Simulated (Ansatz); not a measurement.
# Sn on Ir(111), fcc start, 2x2 cell: work function, bands and core levels, part 2 of 4

Wanted: core-level shifts and unfolded surface bands for Sn on Ir(111), fcc start, 2x2 cell.

Ansatz 0.2.0; DFT, PBE, plane-wave PAW, scalar-relativistic; PAW set soft_1 (the session's first sound run).

So far, work function, upper face (eV): step 2 (the clean face) 5.48; step 3 (relaxation) 4.42.

### Step 4. Layer-resolved bands, DOS and potential

This is the main run. States are solved along the surface zone's path and weighed by where they lie along the normal, since photoemission sees the top layers. The cell holds 4 small cells, so the bands are unfolded.

input.yaml

```yaml
crystal:
  lattice:
    - [5.4730064864, 0.0, 0.0]
    - [2.7365032432, 4.7397626523, 0.0]
    - [0.0, 0.0, 23.4530366253]
  atoms:
    - { symbol: Sn, position: [0.1667464688, 0.1666667944, 0.6978795432] }
    - { symbol: Ir, position: [-0.0028606593, -0.0028577983, 0.6038581263] }
    - { symbol: Ir, position: [0.5057313565, -0.0028671772, 0.6038603939] }
    - { symbol: Ir, position: [-0.0028653742, 0.5057248884, 0.6038592629] }
    - { symbol: Ir, position: [0.5000067788, 0.5000000002, 0.6036674669] }
    - { symbol: Ir, position: [0.8341169509, 0.3329424819, 0.509855313] }
    - { symbol: Ir, position: [0.3329459487, 0.3329439954, 0.5098554491] }
    - { symbol: Ir, position: [0.833338011, 0.8333333317, 0.5072630719] }
    - { symbol: Ir, position: [0.3329451883, 0.8341134951, 0.5098553803] }
    - { symbol: Ir, position: [0.166666667, 0.166666667, 0.415056937] }
    - { symbol: Ir, position: [0.666666667, 0.166666667, 0.415056937] }
    - { symbol: Ir, position: [0.166666667, 0.666666667, 0.415056937] }
    - { symbol: Ir, position: [0.666666667, 0.666666667, 0.415056937] }
    - { symbol: Ir, position: [0.0, 0.0, 0.319788014] }
    - { symbol: Ir, position: [0.5, 0.0, 0.319788014] }
    - { symbol: Ir, position: [0.0, 0.5, 0.319788014] }
    - { symbol: Ir, position: [0.5, 0.5, 0.319788014] }
kpoints:
  mp_grid: { grid: [12, 12, 1] }
scf:
  occupations: { method: fermi_dirac, width: 0.05 }
  n_extra_bands: 18
hamiltonian:
  xc: pbe
  pseudopotentials: { kind: paw, azcp: { folder: soft_1 } }
output:
  forces: true
  write_potential: true
  volumetric_format: []
  dos:
    projected:
      site_lists:
        adsorbate: [0]
        layer_1: [1, 2, 3, 4]
        layer_2: [5, 6, 7, 8]
        layer_3: [9, 10, 11, 12]
        other_layers: [13, 14, 15, 16]
    de: 0.05
    e_range: [-30, 12]
    method: { smearing: { sigma: 0.15, scheme: gaussian } }
  eigenstates:
    kpoints:
      - [0.33333333, -0.33333333, 0.0]
      - [0.25, -0.375, 0.0]
      - [0.16666667, -0.41666667, 0.0]
      - [0.08333333, -0.45833333, 0.0]
      - [0.0, 0.5, 0.0]
      - [-0.08333333, 0.45833333, 0.0]
      # [... 29 more points ...]
      - [0.25, 0.5, 0.0]
      - [0.29166667, -0.41666667, 0.0]
    e_range: [-8.0, 4.0]
    unfold:
      supercell_matrix: [[2, 0, 0], [0, 2, 0], [0, 0, 1]]
      layers:
        axis: 3
        edges: [0.149234, 0.438756, 0.438856, 0.559778, 0.559878, 0.868432]
efield:
  axis: 3
  dipole_correction: true
```

On the command line:

```sh
> ansatz run input.yaml --threads 8 --pin off --max-ram 40960MiB --backend cuda --events-out ev --progress --plain --runs-dir out
```

Numbers of over 12 decimals in the logs are rounded to 6 here.

Output:

```text
[...]
Crystal: 17 atoms, lattice volume = 608.389 Å³
Basis set: ecut = 420 eV, 11785 PW (Γ), exchange–correlation on 80×80×320 points (8 copies of the dense FFT grid, shifted against one another)
Bands: 161, of which v1, the nominal top of the filled ones, is band 143 counted from 1 (142 counted from 0)
Symmetry: 1 space group operations
[...]
k-points: 74 of 144 (time reversal used)
[...]
SCF iter   1: F=—  HF=-197010.105127 eV  |F-HF|=—  |Δ(HF+E_count)|=         —  Δρ=3.19e-2  dr2=1.33e1  ethr=3.10e-3  p=0.000 e·Å  D=4.27e-9 V/Å  ΔV_dip=-0.00 eV  dr2_dipole=3.14e-1  V_vac-E_F(+/−)=6.55/6.55 eV  ⟨swp⟩=8.1  Hψ=50330  notcnv=0  defer=9
[...]
SCF iter   6: F=—  HF=-197007.683811 eV  |F-HF|=—  |Δ(HF+E_count)|=   2.32e-3  Δρ=2.20e-4  dr2=3.32e-4  ethr=1.23e-6  p=0.157 e·Å  D=4.68e-2 V/Å  ΔV_dip=-1.10 eV  dr2_dipole=1.17e-5  V_vac-E_F(+/−)=4.44/5.54 eV  ⟨swp⟩=2.8  Hψ=21447  notcnv=0  defer=51
[...]
SCF iter   8: F=—  HF=-197007.681380 eV  |F-HF|=—  |Δ(HF+E_count)|=   1.71e-3  Δρ=2.32e-5  dr2=8.82e-6  ethr=1.16e-8  p=0.155 e·Å  D=4.61e-2 V/Å  ΔV_dip=-1.08 eV  dr2_dipole=1.05e-10  V_vac-E_F(+/−)=4.44/5.52 eV  ⟨swp⟩=2.8  Hψ=21690  notcnv=0  defer=51
[...]
SCF 1 converged in 10 iterations: F = -197007.681382 eV  dr2 = 7.90e-8
[...]
SCF converged after 10 iterations
[...]
```

Elapsed: 9.6 s, on 1 × NVIDIA GB200 with 8 threads of Arm Neoverse V2, shared host; peak memory 4.8 GiB.

Numbers from this step:

* free energy: -197007.6814 eV
* energy at zero smearing: -197007.6015 eV
* smearing term TS: 0.1597 eV
* Fermi energy: 7.117 eV
* share of occupied states in no projected shell: 0.0197 of the occupied states in the window
* DOS at the Fermi level: 19.58 states/eV/cell
* work function, upper face: 4.435 eV
* work function, lower face: 5.515 eV

A(k,E), total over k along the path and E. Zero: Fermi level.

Ten even steps from '_' (0.2 eV⁻¹) to '@' (7.1 eV⁻¹), each cell a mean:
```
________::..______..__..____..__..________..----..__________
______..::::..____......__......________..++++====..________
..::::::--==::......::::------::::::::--==**++++====--::....
++==::....--==::--------==--::......::--****==--====----==++
::::::....::==::....::--++==----------++++--::::::----::::--
............--====------------::..::====----------::::::....
....::--------==----==******++------====----::::----::::::..
========--::::------**++====++++======--::::..__..--::::--==
::::::::::::::==++++::..__....====++==::--........::--::::::
......::::::--++++==::........--++++--==--------::..::==::..
--====--::--========**********++++++==--::......::::..::----
++++++**==::::--==##%%%%##%%%%%%**++**==--::::::::--==--==++
----::::----====++**##%%@@@@%%****++----==--::::::--==------
----======++++==--::++********==::::::------------::::------
....::--====--::--++::..__..::====----..........::::....::..
++++++==----==++==..__________..::::::::..________..--====++
============--::__________________::......::::..::::--==++==
++==--::::--==--..________________..----::........------==++
::--====--::..::::..____________..::::--------------::----::
____..::::::......::..________..::....::--------------::____
________....__........______..::......::::::::::----..______
__________....____....::::::::....____..::::----::__________
```
Columns: k along the path (Å⁻¹) from 0 to 3.62; rows upwards: E (eV) from -7.7 to 1.92.

A(k,E), top over k along the path and E. Zero: Fermi level.

Ten even steps from '_' (0.05 eV⁻¹) to '@' (2.31 eV⁻¹), each cell a mean:
```
________::..______..________..__......____..----::..________
________..::..____......__......________..++**++--..________
____......--::......::::::::::::....::::==++::::::::....____
::........::::::::------==--::........::++--::::::::::::::::
::..........==::....::==**++----------++--::::::::::::::::::
::::..__....--++==------------::..::====----------::::::::::
..::::--------==----==++++++++----====----::--------::::::..
------==--::::------==--::::========--::::::......==::::::--
........::::::--++++::______..--====--::--::......::==......
__........::::--====..........--++--::----::----....::==..__
::--::::::::----::--**++++++**++========::......::....--==::
@@%%%%##==--::::--==**@@@@@@##++----++--..........::----++@@
++==--==++----==++++==--------==++++--::::........::::--==++
----------++**++--..::::::::::........::::::::::......::----
__....::--==--....::..________..........__..........__....__
::::::--::----::..______________..........__________::--::::
::::::::........__________________................::----::::
..................________________..::::::........::--......
__........____..::....................::::----------......__
________......____..::......::....__....::::::::::....______
____________________________________................________
__________......______________..________..__________________
```
Columns: k along the path (Å⁻¹) from 0 to 3.62; rows upwards: E (eV) from -7.7 to 1.92.

A(k,E), middle over k along the path and E. Zero: Fermi level.

Ten even steps from '0' (0.04 eV⁻¹) to '9' (3.12 eV⁻¹), each cell a mean:
```
000000000000000000000010000000
000111000000000000001222210000
012222110011211111222344322210
431112212211111011113432322234
111101210011111111123111122111
000001111121111101122111111100
011112111123432211221111111110
222221211134343221220000011122
221111122210001112211000111112
000111233100000123211122101110
000011223221211233111111110000
001111123553234643432221222100
111001122368997433224332222211
122222111266666411132222222221
111122113521012443210001111111
544322244100000022110000002334
444444320000000001100000011344
643223420000000001220000011346
345431111000000001122111112343
001232101100000011112322234310
000011011100000011122333342000
000001100110001110012333210000
```
Columns: k along the path (Å⁻¹) from 0 to 3.62; rows upwards: E (eV) from -7.7 to 1.92.

A(k,E), bottom over k along the path and E. Zero: Fermi level.

Ten even steps from '0' (0.04 eV⁻¹) to '9' (3.17 eV⁻¹), each cell a mean:
```
000011000111001010000133200000
001122100111011100002564410000
123334211123333222335666543211
542124433333432112236644454445
332212431123543333466323234333
111112454444443222454343322211
112334343346665434553322232221
444432233365346545532110123234
222222346621012455323111123322
111222356521111465352333212431
666434434467777555532111221246
555642234888778864542221234445
322244456678997665334322233323
344445542256565421232333222333
222344323421012343311111221122
655433454100000022221000013556
444444320000000001112222224454
433223320000000001332111233334
223322122000000013233444432222
000122112200000131112333223200
000001011231002311122222231000
000000100123332100012222200000
```
Columns: k along the path (Å⁻¹) from 0 to 3.62; rows upwards: E (eV) from -7.7 to 1.92.

Peaks of A(k,E) at the labelled points: for each region the eleven nearest the zero at most, each over 6 % of that point's highest, less those above the energy where the solved bands run out; weight and spread sum the levels within three half widths or 0.3 eV, so near peaks share levels. Peaks of the spectral function, the first 40 of 106 rows:

```
point  weight on  E (eV)  A (1/eV)  weight near the peak  rms spread of levels (eV)
    K      total    -5.9      6.48                 2.997                      0.042
    K      total   -5.16     5.244                 4.008                      0.179
    K      total   -4.86     4.732                 4.004                      0.177
    K      total    -3.8     4.572                 2.061                      0.073
    K      total   -2.88     5.468                 3.858                       0.17
    K      total   -1.74     2.784                  3.02                      0.221
    K      total   -1.32     4.658                  2.99                       0.21
    K      total   -0.28     2.168                 1.419                      0.219
    K      total    0.38     4.934                 2.999                      0.122
    K        top    -5.9     0.746                 0.331                      0.044
    K        top   -5.18     0.985                 0.602                      0.166
    K        top   -3.82     1.365                 0.595                      0.114
    K        top   -3.22     2.782                 1.803                       0.11
    K        top   -2.18     0.284                 0.124                      0.228
    K        top   -1.32     1.238                 0.609                      0.138
    K        top   -0.88     0.538                 0.658                       0.21
    K        top    -0.3      0.91                 0.403                      0.089
    K        top    0.34     0.667                 0.398                      0.116
    K        top    0.96     0.273                 0.112                      0.112
    K     middle    -5.9     3.512                  1.65                      0.038
    K     middle   -5.18     1.785                 1.478                      0.173
    K     middle    -4.9     2.027                 1.468                      0.166
    K     middle    -3.8     1.166                 0.542                       0.06
    K     middle   -1.76     1.205                  0.96                      0.226
    K     middle   -1.34     1.273                 1.019                      0.215
    K     middle   -0.28     0.439                 0.211                      0.209
    K     middle     0.4     1.964                 1.031                      0.089
    K     bottom    -5.9     2.216                 1.014                      0.046
    K     bottom   -5.16     2.514                 1.932                      0.185
    K     bottom    -4.8     2.257                 1.923                      0.182
    K     bottom    -3.8      2.06                 0.929                      0.054
    K     bottom   -2.86     4.293                 2.002                      0.027
    K     bottom   -1.74     1.234                 1.363                      0.215
    K     bottom    -1.3     2.154                 0.962                      0.078
    K     bottom   -0.28     0.821                 0.728                      0.203
    K     bottom    0.38      2.34                 1.569                      0.131
    Γ      total    -7.6     2.305                 1.108                      0.046
    Γ      total   -6.78     0.885                 0.403                      0.143
    Γ      total   -3.72     10.13                 6.041                      0.109
    Γ      total   -2.86     8.138                 4.897                      0.103
```

The DOS has structure finer than the step of the table below, so its rows give means over 1 eV, whole bins alone (the curve runs from -23.0 to 1.62 eV). Peaks (eV: height): total -21.0: 33.9, -3.4: 31.7, -2.0: 26.8, 0.7: 26.1; Ir 5d -3.4: 29.3, -2.0: 24.6, 0.1: 21.1, 0.7: 23.9; Ir 6s -7.3: 3.95, -2.9: 1.71, 0.7: 1.18; Ir 6p* -3.0: 0.842, -2.0: 0.768, -1.2: 0.814, -0.2: 0.619; Sn 5p -1.2: 1.06, -0.2: 0.645.

* holds the states left over by the projection beside any projected weight of its own. DOS against E, zero at the Fermi level; means over each step; values in states/eV/cell:

```
E (eV)    total    Ir 5d    Ir 6s   Ir 6p*    Sn 5p    Sn 5s    Sn 4d
   -22        0        0        0        0        0        0        0
   -21    10.00   0.0112  0.00490   5.5e-4   2.6e-4   1.1e-5     9.98
   -20  0.00244        0        0        0        0        0  0.00243
   -19        0        0        0        0        0        0        0
   -18        0        0        0        0        0        0        0
   -17        0        0        0        0        0        0        0
   -16        0        0        0        0        0        0        0
   -15        0        0        0        0        0        0        0
   -14        0        0        0        0        0        0        0
   -13        0        0        0        0        0        0        0
   -12        0        0        0        0        0        0        0
   -11  0.00846   4.6e-5  0.00826   6.1e-5   3.5e-5   6.2e-5        0
   -10    0.710  0.00775    0.684  0.00838  0.00311  0.00647   7.4e-5
    -9     1.50   0.0913     1.30   0.0276   0.0156   0.0645   3.3e-4
    -8     3.94     1.02     2.31   0.0667   0.0539    0.485  0.00121
    -7     12.5     8.56     3.37    0.151   0.0211    0.395  0.00103
    -6     17.3     14.5     2.22    0.253   0.0268    0.307  0.00112
    -5     16.6     15.4    0.672    0.370   0.0316    0.123  0.00108
    -4     20.4     18.7     1.04    0.516    0.117    0.101  0.00198
    -3     26.6     24.0     1.44    0.711    0.324    0.127  0.00296
    -2     18.5     16.4    0.922    0.611    0.486    0.122  0.00166
    -1     21.4     19.0    0.926    0.687    0.772   0.0987  0.00157
     0     18.9     17.1    0.722    0.508    0.525   0.0211   5.6e-4
     1     17.3     15.3     1.01    0.439    0.555  0.00357   2.7e-4
```

Simulated valence spectra by photon energy, shown to 13 eV, since a deeper line would dwarf them at some energies; the 100 % can be that line's tail at the edge; this run's widths, added to any smearing of the DOS itself: Gaussian 0.35 eV, Lorentzian 0.2 eV. Intensity against binding energy, zero at the Fermi level; values in % of the maximum within 13 eV:

```csv
binding energy (eV),21.2 eV,150 eV,1253.6 eV,1486.7 eV,5414.7 eV
-1,1.96,1.94,1.96,1.95,1.97
0,30.7,29.7,30.4,30.4,30.7
1,75.1,74.6,73.7,73.6,74.0
2,72.1,71.6,72.0,72.0,72.5
3,92.5,93.0,92.9,93.0,93.6
4,72.3,72.0,73.2,73.3,73.6
5,59.4,59.4,60.8,60.9,61.2
6,54.9,58.9,58.2,58.3,60.3
7,30.8,37.0,34.6,34.7,37.8
8,6.01,16.0,8.33,8.25,10.6
9,1.49,4.08,2.42,2.41,3.60
10,0.643,1.57,1.12,1.11,1.73
11,0.361,0.473,0.449,0.441,0.467
12,-,0.316,0.333,0.323,0.311
```

Maxima picked by a test of local sharpness, so broad peaks and shoulders can be missing; peaks within 0.45 eV of a curve's cut are left out. Valence peaks, by row:

```csv
photon energy (eV),binding energy (eV),height (% of the maximum within 13 eV),main shell,its share (%)
21.2,6.15,55.6,Ir 5d,99.08
21.2,4.9,59.93,Ir 5d,99.14
21.2,3.3,100,Ir 5d,98.18
21.2,2,72.5,Ir 5d,96.43
21.2,1.05,75.26,Ir 5d,94.53
150,20.95,39.06,Sn 4d,99.48
150,6.15,59.77,Ir 5d,86.29
150,4.95,59.49,Ir 5d,94.91
150,3.3,100,Ir 5d,95.68
150,2,72.03,Ir 5d,93.92
150,1.05,74.72,Ir 5d,92.67
1254,20.95,196.9,Sn 4d,99.92
1254,6.15,58.99,Ir 5d,95.77
1254,4.85,61.47,Ir 5d,98.52
1254,3.3,100,Ir 5d,98.29
1254,2,72.39,Ir 5d,97.7
1254,1,73.76,Ir 5d,97.14
1487,20.95,159.4,Sn 4d,99.91
1487,6.15,59.07,Ir 5d,95.84
1487,4.85,61.56,Ir 5d,98.55
1487,3.3,100,Ir 5d,98.33
1487,2,72.44,Ir 5d,97.78
1487,1,73.75,Ir 5d,97.26
5415,20.95,42.29,Sn 4d,99.66
5415,6.15,61.15,Ir 5d,91.97
5415,4.85,61.95,Ir 5d,97.26
5415,3.3,100,Ir 5d,96.98
5415,2,72.94,Ir 5d,96.46
5415,1.05,74.08,Ir 5d,95.89
```

The planar mean, electrostatic potential oscillates, so the rows of the table below give means over windows of 1 Å about each position, cut where the curve ends. Its maxima inside the range that stand out by 2 % of the span (Å: eV): 1.8: 5.51, 8.6: -1.52, 10.8: -2.02, 13.0: -1.73, 15.4: 1.08. Its minima: 7.5: -24.7, 9.7: -25.1, 11.9: -25.0, 14.2: -24.7, 16.7: -0.0339.

From the Fermi level. Planar mean, electrostatic potential against z; means over each step:

```
z (Å)  planar mean, electrostatic potential (eV)
    0                                       5.00
    1                                       5.33
    2                                       5.51
    3                                       5.51
    4                                       5.51
    5                                       5.39
    6                                       3.62
    7                                      -13.9
    8                                      -14.5
    9                                      -9.66
   10                                      -19.6
   11                                      -6.69
   12                                      -21.6
   13                                      -5.54
   14                                      -20.5
   15                                      -6.17
   16                                      0.320
   17                                       1.06
   18                                       3.98
   19                                       4.40
   20                                       4.43
   21                                       4.44
   22                                       4.44
   23                                       4.63
```

(Part 2 of 4 ends here.)

[Logs are printed without paths, hosts, clocks, repeated set-up lines and the standing remarks that a program may print on its own settings, such as how far it seeks lower states.]

[Hosts, paths, dates, database ids (printed as entryN), source tags and the programs' standing remarks are cut or masked in the printed files.]

[Maps of the electrostatic potential energy from Ansatz leave out the sawtooth potential of an applied field or a dipole correction, so their vacuum need not be flat; work functions include it.]
